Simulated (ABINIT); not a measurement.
**Beyond one shot: SiC (Moissanite)**

It takes space group P6_3mc (No. 186, hexagonal). The conventional cell has a = 3.081 Å, b = 3.081 Å, c = 15.125 Å, α = 90.00°, β = 90.00°, γ = 120.00°. Nearest to Si lie 4 C at 1.88 to 1.90 Å. Si has 4 C at 1.89 Å nearest. Nearest to Si lie 4 C at 1.89 Å. C has 4 Si at 1.88 to 1.89 Å nearest. Nearest to C lie 4 Si at 1.89 Å. C has 4 Si at 1.89 to 1.90 Å nearest. Farther neighbours, and contacts between anions beyond the nearest, are not listed.

```yaml
method: RPA screening on PBE from quasiparticle energies, plane waves, norm-conserving pseudopotentials (and 5 further levels or steps)
program: ABINIT 10.8.3
settings: cutoff 37 Ha, PseudoDojo scalar-relativistic 0.4.1 standard, norm-conserving, ngkpt (6, 6, 1), nband 175, ecuteps 4.8 Ha, gwcalctyp 10, inclvkb 2, shiftk (0, 0, 0), symchi 1, awtr 1, frequency ppm, cycle 1, q points all but q = 0, 6×6×1 k-mesh
cost: 9 runs, 53 min in all on 8 MPI ranks of Arm Neoverse V2, shared host
notes: The program’s warnings: nproc spkpt=  >= nkpt= * nsppol=. The cell and positions come from the Crystallography Open Database and are kept as given unless a step says otherwise. The first cycle of evGW0 takes the full correction, without the factor Z, so it overshoots the one-shot value. The 6×6×1 mesh is coarse for this cell, which bears on the long-range parts of exchange and screening.
g0w0: 2.606 eV
evgw0_cycle_1: 2.740 eV
evgw0_cycle_2: 2.709 eV
evgw0_cycle_3: 2.705 eV
evgw_cycle_1: 2.847 eV
known_limits: short of the basis limit; coarse k mesh
```

Only the bands that the input lists are updated; the higher empty ones keep the functional's energies. The evGW loop starts from the last levels of evGW0, so its cycles and time come on top of those.

[Long decimals in the printed logs are rounded to 6 places.]

[Logs are printed without paths, hosts, clocks, repeated set-up lines and the standing remarks that a program may print on its own settings, such as how far it seeks lower states.]

[Paths, hosts, dates, memory and timing lines, banners, echoed tables and standing remarks are left out of the program output; an Ansatz launch command may be rebuilt from the run's recorded settings. Measured values are a selection of at most five: reports struck by readers or far from the other reports are left out. None is set beside runs whose start may be inverted or whose files or cutoffs have a known fault.]

[Runs of the session that timed out or met a known fault of the program may be left out.]

[Hosts, paths, dates, database ids (printed as entryN), source tags and the programs' standing remarks are cut or masked in the printed files.]

[G0W0 gaps are taken among the corrected bands and points alone; a level outside them can change the order at an edge.]

[Where Ansatz stands beside ABINIT at settings called matched, ABINIT's density can come from a denser mesh and the files from another edition; pairs whose starting gaps differed by over 0.03 eV were left out, so agreement reads better than it is.]
